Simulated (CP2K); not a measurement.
Consider formamide dimer at its PBE geometry (Å).

```xyz
12

N     1.5580    0.3661   -0.8399
C     1.6421   -0.9540   -0.5913
O     0.7601   -1.6451   -0.0474
N    -1.5580   -0.3661    0.8399
C    -1.6421    0.9540    0.5913
O    -0.7601    1.6451    0.0474
H     2.3432    0.8402   -1.2702
H     0.7169    0.9069   -0.5421
H     2.5943   -1.4179   -0.9232
H    -2.3432   -0.8402    1.2702
H    -0.7169   -0.9069    0.5421
H    -2.5943    1.4179    0.9232
```

Method: CP2K XAS_TDP, all-electron GAPW, PBEh(45%), aug-cc-pVDZ, TDA, no relativity.

Question: Where do the O K-edge lines lie, and how strong are they?

Leading lines: O3 527.78 eV and O6 527.78 eV. The leading line of an atom is its first one with 35 % of the strongest within 2.5 eV of its lowest line over the strength cut. 

The first six lines of each atom with a strength over 0.0015:

| atom | energy (eV) | states | strength, one atom |
| --- | --- | --- | --- |
| O3 (bonded to C, takes 1 H bond) | 527.78 | 1 | 0.0335 |
|  | 531.77 | 1 | 0.0017 |
|  | 533.03 | 1 | 0.0030 |
|  | 533.28 | 1 | 0.0033 |
|  | 534.31 | 1 | 0.0023 |
|  | 535.31 | 1 | 0.0025 |
| O6 (bonded to C, takes 1 H bond) | 527.78 | 1 | 0.0335 |
|  | 531.77 | 1 | 0.0017 |
|  | 533.03 | 1 | 0.0030 |
|  | 533.28 | 1 | 0.0033 |
|  | 534.31 | 1 | 0.0023 |
|  | 535.31 | 1 | 0.0025 |

Lines are vertical, at one geometry, with no vibrational structure. Without a correction of the core level, line positions, and the gaps between valence and Rydberg lines, follow the share of exact exchange. At this level such K lines come out 3 to 6 eV under measured ones. These values hold no scalar relativity, about 0.4 eV for O 1s. Rydberg lines, and the discretised continuum above threshold, depend on the basis and the box. This is one low-energy arrangement of the cluster, relaxed without a dispersion correction; others exist.

[Banner, clock and machine lines of the logs are left out without a mark of their own.]

[Logs are printed without paths, hosts, clocks, repeated set-up lines and the standing remarks that a program may print on its own settings, such as how far it seeks lower states.]

[Hosts, paths, dates, database ids (printed as entryN), source tags and the programs' standing remarks are cut or masked in the printed files.]
